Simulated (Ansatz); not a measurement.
# Where Au_i (8-fold void) puts its levels in the gap of Li5AuO4 (C2/m)

Wanted: the transition levels of a self-interstitial in Li5AuO4 (C2/m), from a cell of 80 host atoms with 1 Au put in.

Main program and level: Ansatz 0.2.0; place-levels on PBEsol runs: charge-transition levels and formation energies with image-charge correction and potential alignment at the atomic sites.

**1. The starting structure**

The cell holds 81 atoms: 40 Li, 9 Au and 32 O. Its edges and angles: a = 9.403 Å, b = 9.404 Å, c = 9.396 Å, α = 90.0°, β = 102.9°, γ = 90.0°. It derives from Li5AuO4 (space group C2/m). Nearest the centre at fractional (0.712, 0.000, 0.462): Au81 at 0.00 Å, Li66 at 2.09 Å, Li64 at 2.09 Å, Li69 at 2.10 Å, Au52 at 2.10 Å, O56 at 2.33 Å, O60 at 2.33 Å, O73 at 2.33 Å.

Coordinates:

```xyz
81
Lattice="9.4027 0.0000 -0.0255 0.0000 9.4041 0.0000 -2.0756 0.0000 9.1636" Properties=species:S:1:pos:R:3 pbc="T T T"
Li   -0.5189    7.4521    2.2909
Li    1.8318    2.7501    2.2845
Li    0.0000    2.6571    0.0000
Li    2.3507    7.3591   -0.0064
Li    0.0000    6.7470    0.0000
Li    2.3507    2.0449   -0.0064
Li   -0.5189    1.9519    2.2909
Li    1.8318    6.6540    2.2845
Li    0.0000    0.0000    0.0000
Li    2.3507    4.7020   -0.0064
Au   -0.5189    4.7020    2.2909
Au    1.8318    0.0000    2.2845
O     0.9429    8.0179    1.1430
O     3.2936    3.3159    1.1366
O     0.3699    3.3159    3.4324
O     2.7206    8.0179    3.4260
O     0.9429    1.3861    1.1430
O     3.2936    6.0882    1.1366
O     0.3699    6.0882    3.4324
O     2.7206    1.3861    3.4260
Li   -1.5567    7.4521    6.8727
Li    0.7940    2.7501    6.8663
Li   -1.0378    2.6571    4.5818
Li    1.3129    7.3591    4.5754
Li   -1.0378    6.7470    4.5818
Li    1.3129    2.0449    4.5754
Li   -1.5567    1.9519    6.8727
Li    0.7940    6.6540    6.8663
Li   -1.0378    0.0000    4.5818
Li    1.3129    4.7020    4.5754
Au   -1.5567    4.7020    6.8727
Au    0.7940    0.0000    6.8663
O    -0.0949    8.0179    5.7248
O     2.2558    3.3159    5.7184
O    -0.6679    3.3159    8.0142
O     1.6828    8.0179    8.0078
O    -0.0949    1.3861    5.7248
O     2.2558    6.0882    5.7184
O    -0.6679    6.0882    8.0142
O     1.6828    1.3861    8.0078
Li    4.1824    7.4521    2.2782
Li    6.5331    2.7501    2.2718
Li    4.7013    2.6571   -0.0127
Li    7.0520    7.3591   -0.0191
Li    4.7013    6.7470   -0.0127
Li    7.0520    2.0449   -0.0191
Li    4.1824    1.9519    2.2782
Li    6.5331    6.6540    2.2718
Li    4.7013    0.0000   -0.0127
Li    7.0520    4.7020   -0.0191
Au    4.1824    4.7020    2.2782
Au    6.5331    0.0000    2.2718
O     5.6443    8.0179    1.1303
O     7.9950    3.3159    1.1239
O     5.0713    3.3159    3.4197
O     7.4219    8.0179    3.4133
O     5.6443    1.3861    1.1303
O     7.9950    6.0882    1.1239
O     5.0713    6.0882    3.4197
O     7.4219    1.3861    3.4133
Li    3.1446    7.4521    6.8599
Li    5.4953    2.7501    6.8536
Li    3.6635    2.6571    4.5691
Li    6.0142    7.3591    4.5627
Li    3.6635    6.7470    4.5691
Li    6.0142    2.0449    4.5627
Li    3.1446    1.9519    6.8599
Li    5.4953    6.6540    6.8536
Li    3.6635    0.0000    4.5691
Li    6.0142    4.7020    4.5627
Au    3.1446    4.7020    6.8599
Au    5.4953    0.0000    6.8536
O     4.6065    8.0179    5.7121
O     6.9572    3.3159    5.7057
O     4.0334    3.3159    8.0015
O     6.3841    8.0179    7.9951
O     4.6065    1.3861    5.7121
O     6.9572    6.0882    5.7057
O     4.0334    6.0882    8.0015
O     6.3841    1.3861    7.9951
Au    5.7348    0.0000    4.2162
```

Screening for the image-charge correction: ε∞ = principal values (3.02, 4.18, 4.33), ε0 = principal values (5.41, 8.74, 10.09), from a response run on this crystal (DFPT, PBEsol) at that run's own cell.

The cell's shortest repeat is 9.4 Å.

**2. Charge states**

Levels follow from differences of total energies between charge states, each relaxed by itself.

Random displacements of about 0.05 Å break the site symmetry at the start, so that the relaxation can reach a distorted minimum if there is one. Forces are taken at one point at (¼, ¼, ¼). The cell holds 1 electron fewer than the neutral one, with a uniform background that keeps it neutral on the whole.

The sampling was tested on the host first: at the k-points planned (1x1x1 shifted 0.25 0.25 0.25) its energy lies 0.000 eV an atom from the dense-mesh value, under the bound of 0.02 eV set for this test; that bounds the host's error, not the defect's.

One of the inputs; charge, spin and start change from state to state.

The input, qp1.relax/input.yaml:

```yaml
crystal:
  lattice:
    - [4.70134262, 0.0, -0.01274326]
    - [0.0, 9.40405317, 0.0]
    - [-1.03781253, 0.0, 4.58179354]
  atoms:
    - { symbol: Li, position: [0.0, 0.7924353, 0.5] }
    - { symbol: Li, position: [0.5, 0.2924353, 0.5] }
    - { symbol: Li, position: [0.0, 0.28254642, 0.0] }
    - { symbol: Li, position: [0.5, 0.78254642, 0.0] }
    - { symbol: Li, position: [0.0, 0.71745358, 0.0] }
    - { symbol: Li, position: [0.5, 0.21745358, 0.0] }
    - { symbol: Li, position: [0.0, 0.2075647, 0.5] }
    - { symbol: Li, position: [0.5, 0.7075647, 0.5] }
    - { symbol: Li, position: [0.0, 0.0, 0.0] }
    - { symbol: Li, position: [0.5, 0.5, 0.0] }
    - { symbol: Au, position: [0.0, 0.5, 0.5] }
    - { symbol: Au, position: [0.5, 0.0, 0.5] }
    - { symbol: O, position: [0.25579724, 0.85260183, 0.25018147] }
    - { symbol: O, position: [0.75579724, 0.35260183, 0.25018147] }
    - { symbol: O, position: [0.24420276, 0.35260183, 0.74981853] }
    - { symbol: O, position: [0.74420276, 0.85260183, 0.74981853] }
    - { symbol: O, position: [0.25579724, 0.14739817, 0.25018147] }
    - { symbol: O, position: [0.75579724, 0.64739817, 0.25018147] }
    - { symbol: O, position: [0.24420276, 0.64739817, 0.74981853] }
    - { symbol: O, position: [0.74420276, 0.14739817, 0.74981853] }
  supercell: [2, 1, 2]
  defects:
    - { interstitial: { symbol: Au, position: [0.711916, 0.0, 0.462084] } }
total_charge: 1
basis:
  ecutwfc: 420
  xc_grid: 2
hamiltonian:
  xc: pbesol
kpoints:
  mp_grid: { grid: [1, 1, 1], shift: [0.25, 0.25, 0.25] }
scf:
  occupations: { method: fixed }
  max_iter: 80
output:
  forces: true
  charged_corrections:
    epsilon: [[3.54, 0.0, 0.64], [0.0, 4.18, 0.0], [0.64, 0.0, 3.81]]
    static_epsilon: [[7.29, 0.0, 2.29], [0.0, 8.74, 0.0], [2.29, 0.0, 8.21]]
relax:
  f_tol: 0.02
  max_steps: 80
  random_displacement: { amplitude: 0.05, seed: 6012 }
checkpoint:
  write: "../qp1.relax.run"
  compress: false
  write_wavefunctions: true
  write_every: 100000
```

On the command line:

```console
> ansatz run input.yaml --threads 4 --pin off --max-ram 7536MiB --backend cpu --events-out ev --progress --plain --runs-dir out
```

The relaxed structure is kept and the sampling changed to a 2×2×2 shifted mesh.

The run of this state that the levels use, under PBEsol:

The input, qp1.point/input.yaml:

```yaml
crystal:
  checkpoint: "../qp1.relax.run"
  host: checkpoint
total_charge: 1
basis:
  ecutwfc: 420
  xc_grid: 2
hamiltonian:
  xc: pbesol
kpoints:
  mp_grid: { grid: [2, 2, 2], shift: [0.5, 0.5, 0.5] }
scf:
  occupations: { method: fermi_dirac, width: 0.01 }
  max_iter: 80
output:
  forces: true
  eigenvalues: true
  charged_corrections:
    epsilon: [[3.54, 0.0, 0.64], [0.0, 4.18, 0.0], [0.64, 0.0, 3.81]]
    static_epsilon: [[7.29, 0.0, 2.29], [0.0, 8.74, 0.0], [2.29, 0.0, 8.21]]
    defect_position: [0.711916, 0.0, 0.462084]
  eigenstates: { localisation: true }
  populations: true
  band_densities: [{ bands: [v1, v1] }, { bands: [c1, c1] }]
  write_density: true
  write_potential: true
  volumetric_format: npy
  elf: true
checkpoint:
  read: "../qp1.relax.run"
  write: "../qp1.point.run"
  compress: false
  write_wavefunctions: false
  write_every: 100000
```

Relaxations under PBEsol at one point at (¼, ¼, ¼); times on 4 threads of Arm Neoverse V1, shared host:

```
charge  moment (μB)  occupations    outcome  steps  largest displacement against the far atoms (Å)     time
     0            1        fixed  converged     21                                            1.05   10 min
    +1            0        fixed  converged     13                                            1.12  2.7 min
    +2            1        fixed  converged      7                                            0.44  3.7 min
    +3            0        fixed  converged      9                                            0.44  2.3 min
    +3            2        fixed  converged      7                                            0.44  4.3 min
```

Single points under PBEsol at a 2×2×2 shifted mesh; times on 4 threads of Arm Neoverse V1, shared host:

```
charge  moment (μB)  occupations    outcome     time
     0            1  fermi-dirac  converged  3.7 min
    +1            0  fermi-dirac  converged     95 s
    +2            1  fermi-dirac  converged  3.1 min
    +3            0  fermi-dirac  converged    100 s
    +3            2  fermi-dirac  converged  3.8 min
```

Distances (Å) from Au81 to the nearest atoms after relaxation with PBEsol:

```
charge  moment (μB)       1.      2.       3.       4.       5.       6.
     0            1  Li 2.35  O 2.42   O 2.42  Li 2.49  Li 2.49  Li 2.59
    +1            0   O 2.33  O 2.33  Li 2.38  Li 2.55  Li 2.55  Au 2.56
    +2            1   O 2.23  O 2.23   O 2.24   O 2.25  Li 2.39  Li 2.39
    +3            0   O 2.08  O 2.08   O 2.08   O 2.08  Li 2.44  Li 2.44
    +3            2   O 2.23  O 2.23   O 2.23   O 2.23  Li 2.39  Li 2.39
```

(Continued in part 2 of 2.)

[Logs are printed without paths, hosts, clocks, repeated set-up lines and the standing remarks that a program may print on its own settings, such as how far it seeks lower states.]

[Hosts, paths, dates, database ids (printed as entryN), source tags and the programs' standing remarks are cut or masked in the printed files.]

[Where a table of states has a column of steps, it counts the stored structures, which are thinned; the runs took as many ionic steps or more.]

[A defect's name tells the site on which it was built; relaxed atoms can leave that site.]

[For some hosts the program warned that the k-mesh of the response run may be too coarse for force constants and the static dielectric constant; such warnings are not shown here.]
